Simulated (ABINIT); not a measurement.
# Calculated records

## LiF (Griceite): one start, several treatments of the self-energy

Symmetry: Fm-3m, No. 225, cubic system. Conventional cell: a = 4.028 Å, b = 4.028 Å, c = 4.028 Å, α = 90.00°, β = 90.00°, γ = 90.00°. Nearest to Li lie 6 F at 2.01 Å. F has 6 Li at 2.01 Å nearest. Farther neighbours, and contacts between anions beyond the nearest, are not listed.

```
method                                   : RPA screening on PBE, plane waves, norm-conserving pseudopotentials (and 3 further levels or steps)
program                                  : ABINIT 10.8.3
settings                                 : cutoff 36 Ha, PseudoDojo scalar-relativistic 0.4.1 standard, norm-conserving, ngkpt (8, 8, 8), nband 126, ecuteps 10.4 Ha, gwcalctyp 2, nfreqre 16, nfreqim 8, inclvkb 2, freqremax 40 eV, spmeth 1, nomegasf 120, shiftk (0, 0, 0), symchi 1, awtr 1, frequency cd, 8×8×8 k-mesh
cost                                     : 8 runs, 21 min in all on 4 MPI ranks of Intel Xeon Platinum 8375C at 2.90GHz (Ice Lake), shared host
notes                                    : The program’s warnings: Min real frequency set to default [Ha] = and nkpt*nsppol () is not a multiple of nproc spkpt (). The cell and positions come from the Crystallography Open Database and are kept as given unless a step says otherwise.
G0W0, Godby-Needs plasmon pole           : 13.422 eV
G0W0, Hybertsen-Louie plasmon pole       : 14.102 eV
G0W0, von der Linden-Horsch plasmon pole : 13.884 eV
one-shot Hartree-Fock                    : 21.645 eV
G0W0, contour deformation                : 13.385 eV
known limits                             : short of the basis limit
```

G0W0, Hybertsen-Louie plasmon pole: +0.680 eV against G0W0, Godby-Needs plasmon pole. G0W0, von der Linden-Horsch plasmon pole: +0.462 eV against G0W0, Godby-Needs plasmon pole.

[Long decimals in the printed logs are rounded to 6 places.]

[Logs are printed without paths, hosts, clocks, repeated set-up lines and the standing remarks that a program may print on its own settings, such as how far it seeks lower states.]

[Paths, hosts, dates, memory and timing lines, banners, echoed tables and standing remarks are left out of the program output; an Ansatz launch command may be rebuilt from the run's recorded settings. Measured values are a selection of at most five: reports struck by readers or far from the other reports are left out. None is set beside runs whose start may be inverted or whose files or cutoffs have a known fault.]

[Runs of the session that timed out or met a known fault of the program may be left out.]

[Hosts, paths, dates, database ids (printed as entryN), source tags and the programs' standing remarks are cut or masked in the printed files.]

[G0W0 gaps are taken among the corrected bands and points alone; a level outside them can change the order at an edge.]

[Where Ansatz stands beside ABINIT at settings called matched, ABINIT's density can come from a denser mesh and the files from another edition; pairs whose starting gaps differed by over 0.03 eV were left out, so agreement reads better than it is.]
